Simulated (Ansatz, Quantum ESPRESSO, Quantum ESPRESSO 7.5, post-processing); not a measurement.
# Work function of Rh(110), 7 layers

How much energy does it take to lift an electron out of Rh(110), 7 layers, and how far do the settings matter?

Calculated with Quantum ESPRESSO 7.5; plane-wave DFT, PBE, GBRV ultrasoft pseudopotentials (cross-check by Ansatz 0.2.0 with PAW datasets).

Experimental background.

For Rh (clean (110) face), “Anisotropic work function of elemental crystals” (2019, arxiv:1902.07811) quotes earlier work: work function (clean (110) face) 4.86 eV.

### 1. The starting structure

The cell holds 7 atoms: 7 Rh. Cell: a = 3.800 Å, b = 2.687 Å, c = 24.061 Å, α = 90.0°, β = 90.0°, γ = 90.0°. It derives from Rh. Vacuum lies along c.

### 2. Relaxing the ions

BFGS moves the free atoms until their forces fall under forc_conv_thr; those flagged 0 0 0 are held.

relax.in

```
&control
  prefix = 'relax'
  outdir = './out'
  pseudo_dir = './pseudo'
  nstep = 40
  forc_conv_thr = 0.001
  calculation = 'relax'
/
&system
  ibrav = 0
  nat = 7
  ntyp = 1
  ecutwfc = 40
  ecutrho = 200
  occupations = 'smearing'
  smearing = 'mv'
  degauss = 0.02
/
&electrons
  conv_thr = 1e-07
  mixing_beta = 0.4
  electron_maxstep = 120
  mixing_mode = 'local-TF'
/
&ions
/
ATOMIC_SPECIES
  Rh  102.9055  rh_pbe_v1.4.uspp.F.UPF
CELL_PARAMETERS angstrom
  3.80000000000000 0.00000000000000 0.00000000000000
  0.00000000000000 2.68700576850888 0.00000000000000
  0.00000000000000 0.00000000000000 24.06101730552664
ATOMIC_POSITIONS crystal
  Rh  0.000000000000 0.000000000000 0.332488019871
  Rh  0.500000000000 0.500000000000 0.388325346581
  Rh  0.000000000000 0.000000000000 0.444162673290 0 0 0
  Rh  0.500000000000 0.500000000000 0.500000000000 0 0 0
  Rh  0.000000000000 0.000000000000 0.555837326710 0 0 0
  Rh  0.500000000000 0.500000000000 0.611674653419
  Rh  0.000000000000 0.000000000000 0.667511980129
K_POINTS automatic
  8 10 1 0 0 0
```

Run with:

```sh
OMP_NUM_THREADS=1 mpirun -n 8 pw.x -nk 4 -in relax.in > relax.out
```

Planned after this: self-consistent run; potential by pp.x; planar and running averages; valence density; projections on atomic orbitals; self-consistent run: open boundaries by the effective screening medium; SCF with pw.x: PBE, SG15 norm-conserving; electrostatic potential; SCF with pw.x: PBEsol, PseudoDojo norm-conserving; SCF with pw.x: revPBE, GBRV ultrasoft; the same in Ansatz; all levels side by side; SCF with pw.x, with smearing = gaussian, degauss = 0.01 and conv_thr = 1e-05; SCF with pw.x, with ATOMIC_POSITIONS = about z = c/2; the arithmetic. Settings of the main run: cutoff 40 Ry, smearing, Marzari-Vanderbilt smearing, smearing width 0.02 Ry, SCF threshold 1.00e-7 Ry, gbrv-pbe-1.5 potentials, 8×10×1 k-mesh.

**Question.** What will these runs give for the work function of the upper face, PBE, GBRV; work function of the lower face, PBE, GBRV; and upper face by ESM?

At the first level (PBE, GBRV ultrasoft) the work function comes to 4.72 eV on both faces. ESM differs from the periodic treatment by -1 meV on the upper face and -1 meV on the lower. Over the levels tried the upper face spans 4.56 eV (QE revPBE GBRV ultrasoft, periodic) to 4.83 eV (QE PBEsol PseudoDojo norm-conserving, periodic).

| Item | Value |
| --- | --- |
| work function of the upper face, PBE, GBRV | 4.72 eV |
| work function of the lower face, PBE, GBRV | 4.72 eV |
| upper face by ESM | 4.72 eV |
| upper face by Ansatz | 4.69 eV |

Quantum ESPRESSO and Ansatz give 4.72 and 4.69 eV for the upper face, which agree. Ansatz ran with Fermi-Dirac smearing of 0.1 eV against cold smearing of 0.02 Ry, which alone can move a level by some tens of meV. With 8×10 points and so few layers the values hold to some 0.05 to 0.1 eV. The slab is cut at a tabulated measured bulk lattice constant, given to two decimals.

Comparison with the measured values:

| quantity | measured | QE PBE GBRV | QE PBE GBRV, ESM bc1 | QE PBE SG15 | QE PBEsol PseudoDojo | QE revPBE GBRV | Ansatz PBE PAW |
| --- | --- | --- | --- | --- | --- | --- | --- |
| work function (clean (110) face) (eV) | 4.86 | 4.72 (-0.14 eV) | 4.72 (-0.14 eV) | 4.71 (-0.15 eV) | 4.83 (-0.03 eV) | 4.56 (-0.30 eV) | 4.69 (-0.17 eV) |

Measured values from arxiv:1902.07811 (2019).

**Verdict.** For the work function, of the levels listed nearest comes QE PBEsol PseudoDojo (-0.03 eV, good agreement) and farthest QE revPBE GBRV (-0.30 eV, fair agreement). The grades are ours: good and fair within 3 and 7 % for the work function. Other measurements of the same face can differ from the value quoted by 0.1 to 0.2 eV.

[Logs are printed without paths, hosts, clocks, repeated set-up lines and the standing remarks that a program may print on its own settings, such as how far it seeks lower states.]

[Hosts, paths, dates, database ids (printed as entryN), source tags and the programs' standing remarks are cut or masked in the printed files.]

[Maps of the electrostatic potential energy from Ansatz leave out the sawtooth potential of an applied field or a dipole correction, so their vacuum need not be flat; planar profiles and work functions include it.]
